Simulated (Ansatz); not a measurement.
## G0W0 on several functionals: CO2 (Pa-3)

One-shot GW is not self-consistent; how far does the start matter for CO2 (Pa-3)?

Method: G0W0 on several functionals, plane waves, PAW, in Ansatz 0.2.0.

In doubt: masses and optical values from hybrid runs of this build are listed as unsure (step 4), which bears on the screening that GW takes from such a start.

## (1) Set-up

The structure is cubic, space group Pa-3 (No. 205). The conventional cell has a = 5.497 Å, b = 5.497 Å, c = 5.497 Å, α = 90.00°, β = 90.00°, γ = 90.00°. Nearest to C lie 2 O at 1.17 Å. O has 1 C at 1.17 Å nearest. Farther neighbours and most contacts between anions are not listed.

The cell and positions are those that the Materials Project relaxed with its own functionals (PBE, PBE+U or r2SCAN), kept fixed.

## (2) G0W0 on LDA

G0W0 replaces the xc potential by the self-energy, built once from these orbitals. Only a window of levels is corrected, while the sums run over the empty bands that the input names. This step takes PAW set soft_1 files.

This step: G0W0 on LDA, plane waves, PAW; PAW set soft_1.

Contents of input.yaml:

```yaml
crystal:
  lattice:
    - [5.49707328, 0.0, 0.0]
    - [0.0, 5.49707328, 0.0]
    - [0.0, 0.0, 5.49707328]
  atoms:
    - { symbol: C, position: [0.0, 0.0, 0.0] }
    - { symbol: C, position: [0.5, 0.0, 0.5] }
    - { symbol: C, position: [0.5, 0.5, 0.0] }
    - { symbol: C, position: [0.0, 0.5, 0.5] }
    - { symbol: O, position: [0.12253698, 0.12253698, 0.12253698] }
    - { symbol: O, position: [0.37746302, 0.87746302, 0.62253698] }
    - { symbol: O, position: [0.62253698, 0.37746302, 0.87746302] }
    - { symbol: O, position: [0.87746302, 0.62253698, 0.37746302] }
    - { symbol: O, position: [0.87746302, 0.87746302, 0.87746302] }
    - { symbol: O, position: [0.62253698, 0.12253698, 0.37746302] }
    - { symbol: O, position: [0.37746302, 0.62253698, 0.12253698] }
    - { symbol: O, position: [0.12253698, 0.37746302, 0.62253698] }
kpoints:
  mp_grid: { grid: [4, 4, 4] }
hamiltonian:
  xc: lda
  pseudopotentials: { kind: paw, azcp: { folder: soft_1 }, xc_functional: pbe }
scf:
  occupations: { method: fixed }
gw:
  n_empty_bands: 910
  ecut_chi: 180.0
  qp_bands: [v4, c4]
  qp_kpoints: band_edges
  screening: { model: contour_deformation }
```

Run with:

```bash
> ansatz run input.yaml --threads 4 --pin off --max-ram 138240MiB --backend cuda --events-out ev --progress --plain --runs-dir out --devices 1 --max-vram 26GiB
```

Numbers of over 12 decimals in the logs are rounded to 6 here.

Log:

```text
GPUs: using 1 of 1 available (devices: 1).
Engine: ansatz 0.2.0, x86_64-unknown-linux-gnu
Pseudopotentials: kind: paw
Pseudopotential: C, paw, valence charge 4, recommended cutoff 420 eV (normal), soft_1/C.paw.azcp
Pseudopotential: O, paw, valence charge 6, recommended cutoff 420 eV (normal), soft_1/O.paw.azcp
Functional definition: SPW92
  exchange = slater_x
  correlation = pw_c
device memory: the entry about to start is reckoned to put 3.2 GiB on a device that reports 58.0 GiB free (of which the cap on the GPU budget leaves the run 26.0 GiB)
GPU FFT provider: cuFFT
GPU libraries: cuBLAS 13.8.2, cuFFT 12.4.0, cuSOLVER 12.3.4
Crystal: 12 atoms, lattice volume = 166.110 Å³
Basis set: ecut = 420 eV, 3239 PW (Γ)
Bands: 44, of which v1, the nominal top of the filled ones, is band 32 counted from 1 (31 counted from 0)
Symmetry: 24 space group operations
Space group: Pa-3 (ITA 205), of the structure as read, at distance tolerance 5.5e-5 Å
k-points: 11 of 64
Non-local potential: C, projectors of the file, l = 0: 2, l = 1: 2, l = 2: 1
Non-local potential: O, projectors of the file, l = 0: 2, l = 1: 2, l = 2: 1
PAW form: soft (Blöchl's): semilocal exchange-correlation on the pseudo side does not see the compensation charge
PAW frozen core: C, regenerated for the run's functional, and the local potential with it (the file was generated under x = pbe(κ = 0.804, μ = 0.219515), c = pbe(β = 0.066725))
PAW frozen core: O, regenerated for the run's functional, and the local potential with it (the file was generated under x = pbe(κ = 0.804, μ = 0.219515), c = pbe(β = 0.066725))
PAW one-centre angular grid: C, 110 points (default); XC on 64 Gauss nodes
PAW one-centre angular grid: O, 110 points (default); XC on 64 Gauss nodes
Initial density: superposition of atomic densities (chi_scale 0.1, normalization cell, long waves kept (reshape's long-wave potential 0.02 eV rms))
Initial wavefunctions: pseudopotential atomic-orbital guess
GPU buffer pool allocated for 64000 grid points (all kernels)
GPU transforms: local potential and band sums: pruned to the plane-wave sphere, on 40×40×40
Functional: x = slater, c = lda
SCF iter   1: F=—  HF=-5411.694876 eV  |F-HF|=—  |Δ(HF+E_count)|=         —  Δρ=9.57e-2  dr2=1.05e1  ethr=3.10e-3  ⟨swp⟩=4.0  Hψ=1691  notcnv=0  defer=57
preconditioner: auto → Resta (q_TF=auto, 2.327 Å⁻¹)  ε∞=3.0  [insulator: Δε(μ)=7.596 eV  Ē_g=16.438 eV  n_scr=32 (ndim 8)  ℏωp=23.0 eV  f_vac=0.064  ε∞_Penn≈3.0]
SCF iter   2: F=—  HF=-5408.701777 eV  |F-HF|=—  |Δ(HF+E_count)|=    2.99e0  Δρ=4.08e-2  dr2=1.40e0  ethr=3.10e-3  ⟨swp⟩=3.0  Hψ=1037  notcnv=0  defer=65
SCF iter   3: F=—  HF=-5408.267275 eV  |F-HF|=—  |Δ(HF+E_count)|=   4.35e-1  Δρ=1.58e-2  dr2=3.13e-1  ethr=2.18e-3  ⟨swp⟩=2.0  Hψ=805  notcnv=0  defer=77
SCF iter   4: F=—  HF=-5408.191401 eV  |F-HF|=—  |Δ(HF+E_count)|=   7.59e-2  Δρ=3.72e-3  dr2=1.12e-2  ethr=4.89e-4  ⟨swp⟩=2.0  Hψ=816  notcnv=0  defer=100
SCF iter   5: F=—  HF=-5408.191717 eV  |F-HF|=—  |Δ(HF+E_count)|=   3.16e-4  Δρ=5.28e-4  dr2=4.91e-4  ethr=1.76e-5  ⟨swp⟩=2.0  Hψ=752  notcnv=0  defer=102
SCF iter   6: F=—  HF=-5408.191719 eV  |F-HF|=—  |Δ(HF+E_count)|=   2.01e-6  Δρ=2.59e-4  dr2=7.63e-5  ethr=7.68e-7  ⟨swp⟩=2.0  Hψ=812  notcnv=0  defer=102
SCF iter   7: F=—  HF=-5408.191692 eV  |F-HF|=—  |Δ(HF+E_count)|=   2.72e-5  Δρ=5.25e-5  dr2=3.27e-6  ethr=1.19e-7  ⟨swp⟩=2.0  Hψ=742  notcnv=0  defer=54
SCF iter   8: F=—  HF=-5408.191690 eV  |F-HF|=—  |Δ(HF+E_count)|=   1.27e-6  Δρ=1.03e-5  dr2=1.14e-7  ethr=5.11e-9  ⟨swp⟩=2.2  Hψ=768  notcnv=0  defer=54
SCF iter   9: F=-5408.191690 eV  HF=-5408.191690 eV  |F-HF|=2.15e-9  |Δ(HF+E_count)|=   3.64e-8  Δρ=1.78e-6  dr2=3.11e-9  ethr=1.56e-10  ⟨swp⟩=10.4  Hψ=1849  notcnv=0
SCF 1 converged in 9 iterations: F = -5408.191690 eV  dr2 = 3.11e-9
  greatest PAW one-centre occupation: 0.876 electrons in one spin orbital (limit 2), on the O atom at site 11 (counted from 0), in its partial waves of l = 0
device memory: the entry about to start is reckoned to put 4.0 GiB (of the 4.1 GiB reckoned in all, the device holds 0.1 GiB already) on a device that reports 57.0 GiB free (of which the cap on the GPU budget leaves the run 26.0 GiB)
NSCF: frozen V_eff on 11 k-points
the band table was solved once the SCF had ended and its energy, with any forces and stress, was formed, with the checks that follow a solve (1901 applications of the Hamiltonian). They found nothing against the state; the energy, forces and stress were not computed again (output.eigenvalues in the input reference)
device memory: the entry about to start is reckoned to put 9.0 GiB on a device that reports 56.8 GiB free (of which the cap on the GPU budget leaves the run 26.0 GiB)
NSCF: frozen V_eff on 11 k-points
G₀W₀ screening: q 1/11
[... further progress lines ...]
SCF converged after 9 iterations
Free energy (F): -5408.191690 eV
Harris-Foulkes:  -5408.191690 eV  (|F-HF|=2.15e-9)
Internal energy: -5408.191690 eV  (E = F + TS)
E sigma→0 (E₀):  -5408.191690 eV
Fermi energy:    -1.965443 eV
--- Per-component energies (eV) ---
  E_band       = -583.663231
  E_kinetic    = 1667.896202
  E_local      = -4594.824675  (includes V_loc(G=0)·N_el)
  E_nonlocal   = 540.612154
  E_hartree    = 1559.947711
  E_xc         = -727.004411
  E_vxc        = -924.952871  (∫ρ·V_xc dr)
  E_paw        = -1586.175818  (= ΣΔE_a)
  E_vpaw       = -392.299412  (= ΣTr[D̂ρ^β])
  E_aug_tail   = 0.006339  (compensation charges beyond the density's cutoff)
  E_ewald      = -2269.675893
  E_core_change = 1.026702  (= ΣΔE_core)
  E_smearing   = -0.000000  (= −TS)
  E_closure    = 0.000000  (closes the sum)
  Σ components = -5408.191690   (vs F -5408.191690, Δ=0.00e0)
--- Band table (eV; the first three rows and the last of 11) ---
  k-point 0: bands = [... 28 lower, -2.2018, -2.2018, -1.9654, -1.9654, 4.6108, 5.8707, 5.8707, 5.8707, ... 8 higher]
  k-point 1: bands = [... 28 lower, -2.2382, -2.1486, -2.0878, -1.9850, 5.0257, 5.7996, 5.9660, 6.0016, ... 8 higher]
  k-point 2: bands = [... 28 lower, -2.3227, -2.3227, -2.0505, -2.0505, 5.7895, 5.7895, 6.0233, 6.0233, ... 8 higher]
  k-point 10: bands = [... 28 lower, -2.3446, -2.3446, -2.3446, -2.3446, 5.7928, 5.7928, 5.7928, 5.7928, ... 8 higher]
--- G₀W₀: contour deformation, 6 samples at zero and on the imaginary axis and 2 off it, 64 q-points, 910 empty bands' worth ---
  eigenvalues of the whole cell's RPA ε∞ on this k-mesh (on a slab, of 1 + 4πα/V) = 1.9931, 1.9931, 1.9931; static W/v taken at q = 0 is 0.501732
  bands read: the sum over 942 bands ends inside a degenerate multiplet in 5 slots, whose members it reads at an even weight; the widest, k=6: bands 941 to 944 (counted from 1) at 2/4 each
  gw.qp_kpoints: band_edges: 11 of 11 stored k-points solved, in 1 pass; an edge of the gap read off the rows below is read off those points alone
    ik  band        ε_KS         Σx   Σc(E_QP)       V_xc       Z   E_QP_lin       E_QP  E_QP is
     0    29     -2.2018   -25.7374     3.1184   -20.4964  0.8082    -4.3605    -4.3243  root
     0    30     -2.2018   -25.7374     3.1184   -20.4964  0.8082    -4.3605    -4.3243  root
     0    31     -1.9654   -26.1003     3.0836   -20.9316  0.8079    -4.0842    -4.0504  root
     0    32     -1.9654   -26.1003     3.0836   -20.9316  0.8079    -4.0842    -4.0504  root
     0    33      4.6108    -6.5501    -3.3980   -11.7480  0.8747     6.4275     6.4106  root
     0    34      5.8707   -11.0390    -3.6125   -17.5717  0.8334     8.8459     8.7910  root
     0    35      5.8707   -11.0390    -3.6125   -17.5717  0.8334     8.8459     8.7910  root
     0    36      5.8707   -11.0390    -3.6125   -17.5717  0.8334     8.8459     8.7910  root
     1    29     -2.2382   -25.7054     3.1268   -20.4525  0.8081    -4.4007    -4.3642  root
     1    30     -2.1486   -25.8362     3.1125   -20.6106  0.8080    -4.2972    -4.2617  root
     1    31     -2.0878   -25.9017     3.1008   -20.6978  0.8081    -4.2257    -4.1908  root
     1    32     -1.9850   -26.0828     3.0881   -20.9073  0.8079    -4.1061    -4.0722  root
     1    33      5.0257    -6.6380    -3.4623   -11.9649  0.8727     6.9089     6.8901  root
     1    34      5.7996   -10.6778    -3.6069   -17.1546  0.8362     8.7215     8.6694  root
     1    35      5.9660   -11.0408    -3.6671   -17.6470  0.8326     8.9614     8.9050  root
     1    36      6.0016   -10.4573    -3.7524   -17.0895  0.8357     8.9357     8.8813  root
     2    29     -2.3227   -25.5925     3.1421   -20.3123  0.8081    -4.4980    -4.4606  root
     2    30     -2.3227   -25.5925     3.1421   -20.3123  0.8081    -4.4980    -4.4606  root
     2    31     -2.0505   -25.9990     3.0997   -20.8028  0.8079    -4.1816    -4.1470  root
     2    32     -2.0505   -25.9990     3.0997   -20.8028  0.8079    -4.1816    -4.1470  root
     2    33      5.7895   -10.2920    -3.6444   -16.7656  0.8385     8.6690     8.6187  root
     2    34      5.7895   -10.2920    -3.6444   -16.7656  0.8385     8.6690     8.6187  root
     2    35      6.0233    -9.1687    -3.7564   -15.5577  0.8457     8.6999     8.6558  root
     2    36      6.0233    -9.1687    -3.7564   -15.5577  0.8457     8.6999     8.6558  root
[...]
10    29     -2.3446   -25.4524     3.1284   -20.1812  0.8086    -4.5248    -4.4873  root
    10    30     -2.3446   -25.4524     3.1284   -20.1812  0.8086    -4.5248    -4.4873  root
    10    31     -2.3446   -25.4524     3.1284   -20.1812  0.8086    -4.5248    -4.4873  root
    10    32     -2.3446   -25.4524     3.1284   -20.1812  0.8086    -4.5248    -4.4873  root
    10    33      5.7928   -10.9242    -3.5906   -17.4193  0.8344     8.7507     8.6972  root
    10    34      5.7928   -10.9242    -3.5906   -17.4193  0.8344     8.7507     8.6972  root
    10    35      5.7928   -10.9242    -3.5906   -17.4193  0.8344     8.7507     8.6972  root
    10    36      5.7928   -10.9242    -3.5906   -17.4193  0.8344     8.7507     8.6972  root
```

Run time: 38 s. Hardware: 1 × NVIDIA H100 80GB HBM3 (shared by 3 runs) with 4 threads of AMD EPYC 7R13 (Zen 3), shared host; peak memory 3.2 GiB.

Reading the cycles: dr2 is the Hartree energy of the density residual (eV), the measure of convergence; HF is the Harris–Foulkes estimate of the energy, which meets the free energy F at convergence.

This step gave:

| Quantity | Value |
| --- | --- |
| bands summed | 942 |
| RPA ε∞ on this mesh (eigenvalues) | 1.993, 1.993, 1.993 |
| plane waves in the screening matrix | 925 |
| q-points in the mesh | 64 |
| G0W0 gap on the mesh | 10.46 eV |
| k of the valence top | 0, 0, 0 |
| k of the conduction bottom | 0, 0, 0 |
| starting gap on the mesh | 6.576 eV |
| Z at the valence top | 0.8079 |
| Z at the conduction bottom | 0.8747 |
| least direct G0W0 gap on the computed points | 10.46 eV |

The gap on the mesh goes from 6.58 eV to 10.46 eV, a correction of +3.88 eV. Between the two edge states, bare exchange in place of the xc potential would open the gap by 10.37 eV, and correlation takes back 6.48 eV.

## (3) G0W0 on PBE

The same correction from a different start measures what one shot leaves open.

This step: G0W0 on PBE, plane waves, PAW; PAW set soft_1.

input.yaml, as its differences from that of step 2:

```diff
@@ -21,4 +21,4 @@
 hamiltonian:
-  xc: lda
-  pseudopotentials: { kind: paw, azcp: { folder: soft_1 }, xc_functional: pbe }
+  xc: pbe
+  pseudopotentials: { kind: paw, azcp: { folder: soft_1 } }
 scf:
```

Log:

```text
GPUs: using 1 of 1 available (devices: 1).
[...]
GPU FFT provider: cuFFT
GPU libraries: cuBLAS 13.8.2, cuFFT 12.4.0, cuSOLVER 12.3.4
Crystal: 12 atoms, lattice volume = 166.110 Å³
Basis set: ecut = 420 eV, 3239 PW (Γ)
Bands: 44, of which v1, the nominal top of the filled ones, is band 32 counted from 1 (31 counted from 0)
[... 1 set-up line as in the run before ...]
[...]
k-points: 11 of 64
[...]
GPU buffer pool allocated for 64000 grid points (all kernels)
[...]
SCF iter   1: F=—  HF=-5543.044454 eV  |F-HF|=—  |Δ(HF+E_count)|=         —  Δρ=1.00e-1  dr2=1.20e1  ethr=3.10e-3  ⟨swp⟩=4.0  Hψ=1702  notcnv=0  defer=50
[...]
SCF iter   8: F=-5539.526389 eV  HF=-5539.526389 eV  |F-HF|=4.29e-9  |Δ(HF+E_count)|=   2.76e-7  Δρ=5.66e-6  dr2=3.58e-8  ethr=1.56e-10  ⟨swp⟩=9.4  Hψ=2424  notcnv=0
SCF 1 converged in 8 iterations: F = -5539.526389 eV  dr2 = 3.58e-8
[...]
NSCF: frozen V_eff on 11 k-points
[...]
G₀W₀ screening: q 1/11
[... further progress lines ...]
SCF converged after 8 iterations
Free energy (F): -5539.526389 eV
[...]
Internal energy: -5539.526389 eV  (E = F + TS)
E sigma→0 (E₀):  -5539.526389 eV
Fermi energy:    -1.652406 eV
[...]
--- Band table (eV; the first three rows and the last of 11) ---
  k-point 0: bands = [... 28 lower, -1.8780, -1.8780, -1.6524, -1.6524, 5.2188, 6.3073, 6.3073, 6.3073, ... 8 higher]
  k-point 1: bands = [... 28 lower, -1.9135, -1.8278, -1.7693, -1.6715, 5.6336, 6.2464, 6.4002, 6.4432, ... 8 higher]
  k-point 2: bands = [... 28 lower, -1.9944, -1.9944, -1.7345, -1.7345, 6.2461, 6.2461, 6.5003, 6.5003, ... 8 higher]
  k-point 10: bands = [... 28 lower, -2.0138, -2.0138, -2.0138, -2.0138, 6.2346, 6.2346, 6.2346, 6.2346, ... 8 higher]
[...]
0    29     -1.8780   -25.8391     3.1079   -20.4141  0.8129    -4.2364    -4.1950  root
     0    30     -1.8780   -25.8391     3.1079   -20.4141  0.8129    -4.2364    -4.1950  root
     0    31     -1.6524   -26.1820     3.0724   -20.8407  0.8127    -3.9598    -3.9213  root
     0    32     -1.6524   -26.1820     3.0724   -20.8407  0.8127    -3.9598    -3.9213  root
     0    33      5.2188    -6.5058    -3.3079   -11.2590  0.8783     6.6741     6.6640  root
     0    34      6.3073   -11.0373    -3.4874   -17.3055  0.8380     9.1337     9.0880  root
     0    35      6.3073   -11.0373    -3.4874   -17.3055  0.8380     9.1337     9.0880  root
     0    36      6.3073   -11.0373    -3.4874   -17.3055  0.8380     9.1337     9.0880  root
[...]
10    33      6.2346   -10.9297    -3.4671   -17.1562  0.8388     9.0382     8.9939  root
    10    34      6.2346   -10.9297    -3.4671   -17.1562  0.8388     9.0382     8.9939  root
    10    35      6.2346   -10.9297    -3.4671   -17.1562  0.8388     9.0382     8.9939  root
    10    36      6.2346   -10.9297    -3.4671   -17.1562  0.8388     9.0382     8.9939  root
```

Elapsed: 62 s, on 1 × NVIDIA H100 80GB HBM3 (shared by 3 runs) with 4 threads; peak memory 2.6 GiB; 1.8 min of CPU time.

Numbers from this step:

- bands summed: 942
- RPA ε∞ on this mesh (eigenvalues): 1.944, 1.944, 1.944
- plane waves in the screening matrix: 925
- q-points in the mesh: 64
- G0W0 gap on the mesh: 10.59 eV
- k of the valence top: 0, 0, 0
- k of the conduction bottom: 0, 0, 0
- starting gap on the mesh: 6.871 eV
- Z at the valence top: 0.8127
- Z at the conduction bottom: 0.8783
- least direct G0W0 gap on the computed points: 10.59 eV

Against the run with 4×4×4 mesh, 910 empty bands, screening to 180 eV, PAW set soft_1 files on LDA, the gap moves by +0.12 eV, while the start moved by +0.30 eV.

## (4) G0W0 on HSE06

This step: G0W0 on HSE06, plane waves, PAW; PAW set soft_1.

input.yaml, as its differences from that of step 3:

```diff
@@ -21,3 +21,3 @@
 hamiltonian:
-  xc: pbe
+  xc: hse06
   pseudopotentials: { kind: paw, azcp: { folder: soft_1 } }
```

Log:

```text
GPUs: using 1 of 1 available (devices: 1).
[...]
davidson cushion auto → on  (no smearing: the cushion is to keep the highest requested band from converging to the state above it; pin scf.eigensolver.cushion to override)
[...]
GPU FFT provider: cuFFT
GPU libraries: cuBLAS 13.8.2, cuFFT 12.4.0, cuSOLVER 12.3.4
Crystal: 12 atoms, lattice volume = 166.110 Å³
Basis set: ecut = 420 eV, 3239 PW (Γ)
[...]
0    35      7.0757   -10.5146    -3.1723   -15.9133  0.8647     9.3217     9.3021  root
     0    36      7.0757   -10.5146    -3.1723   -15.9133  0.8647     9.3217     9.3021  root
[...]
10    33      6.9930   -10.4028    -3.1576   -15.7710  0.8654     9.2227     9.2036  root
    10    34      6.9930   -10.4028    -3.1576   -15.7710  0.8654     9.2227     9.2036  root
    10    35      6.9930   -10.4028    -3.1576   -15.7710  0.8654     9.2227     9.2036  root
    10    36      6.9930   -10.4028    -3.1576   -15.7710  0.8654     9.2227     9.2036  root
[key lines of the parts left out:]
Free energy (F): -5537.041287 eV
Fermi energy:    -2.894143 eV
```

It took 2.5 min on 1 × NVIDIA H100 80GB HBM3 (shared by 3 runs) with 4 threads; peak memory 2.9 GiB.

Numbers from this step:

```yaml
bands_summed: 942
rpa_eps_infinity_on_this_mesh_eigenvalues: 1.816, 1.816, 1.816
plane_waves_in_the_screening_matrix: 925
g0w0_gap_on_the_mesh: 11.25 eV
k_of_the_valence_top: 0, 0, 0
k_of_the_conduction_bottom: 0, 0, 0
starting_gap_on_the_mesh: 8.624 eV
least_direct_g0w0_gap_on_the_computed_points: 11.25 eV
```

Against the run with 4×4×4 mesh, 910 empty bands, screening to 180 eV, PAW set soft_1 files on PBE, the gap moves by +0.66 eV, while the start moved by +1.75 eV.

## (5) The starts together

All on the 4×4×4 mesh with 910 empty bands and screening to 180 eV. Times are wall times on 1 × NVIDIA H100 80GB HBM3 (shared by 3 runs) with 4 threads of AMD EPYC 7R13 (Zen 3), shared host, good to a factor of about two.

| start | starting gap (eV) | shift (eV) | G0W0 gap (eV) | RPA ε∞ (harmonic mean) | Z (valence, conduction) | time |
| --- | --- | --- | --- | --- | --- | --- |
| LDA | 6.58 | +3.88 | 10.46 | 1.99 | 0.81, 0.87 | 38 s |
| PBE | 6.87 | +3.71 | 10.59 | 1.94 | 0.81, 0.88 | 62 s |
| HSE06 | 8.62 | +2.62 | 11.25 | 1.82 | 0.84, 0.90 | 2.5 min |

How the two edges are built up, in eV (the quasiparticle level is the starting level plus Σx plus Σc less Vxc):

| run | edge | start | Σx | Σc | Vxc | Z | QP |
| --- | --- | --- | --- | --- | --- | --- | --- |
| LDA | valence top | -1.97 | -26.10 | 3.08 | -20.93 | 0.81 | -4.05 |
| LDA | conduction bottom | 4.61 | -6.55 | -3.40 | -11.75 | 0.87 | 6.41 |
| PBE | valence top | -1.65 | -26.18 | 3.07 | -20.84 | 0.81 | -3.92 |
| PBE | conduction bottom | 5.22 | -6.51 | -3.31 | -11.26 | 0.88 | 6.66 |
| HSE06 | valence top | -2.89 | -26.18 | 2.67 | -22.01 | 0.84 | -4.40 |
| HSE06 | conduction bottom | 5.73 | -6.08 | -3.05 | -10.25 | 0.90 | 6.85 |

For a hybrid start, Vxc holds its share of exact exchange.

## (6) Summary of results

```
G0W0@LDA     : 10.46 eV (start 6.58 eV)
G0W0@PBE     : 10.59 eV (start 6.87 eV)
G0W0@HSE06   : 11.25 eV (start 8.62 eV)
known limits : not at the basis limit
```

The starting gaps span 2.05 eV and the G0W0 gaps 0.79 eV. Between LDA and HSE06, 0.79 eV of the 2.05 eV survives, 38 %. HSE06 screens less than LDA (ε∞ 1.82 against 1.99). Of the 0.79 eV by which its G0W0 gap is higher, the correlation part gives +0.76 eV, and exchange with the one-particle terms, which follow the orbitals, +0.03 eV. The smallest correction, +2.62 eV, is on HSE06, the start nearest to reproducing itself. Bands and cutoff are finite, so the gap is not at the basis limit. The miss can reach some tenths of an eV and take either sign; the mesh is an error of its own.

[Paths, hosts, dates, memory and timing lines, banners, echoed tables and standing remarks are left out of the program output.]

[Logs are printed without paths, hosts, clocks, repeated set-up lines and the standing remarks that a program may print on its own settings, such as how far it seeks lower states.]

[Runs of the session that timed out or met a known fault of the program may be left out.]

[Cells called generated may have been cut or substituted from an entry of the Crystallography Open Database or the Materials Project.]

[Hosts, paths, dates, database ids (printed as entryN), source tags and the programs' standing remarks are cut or masked in the printed files.]
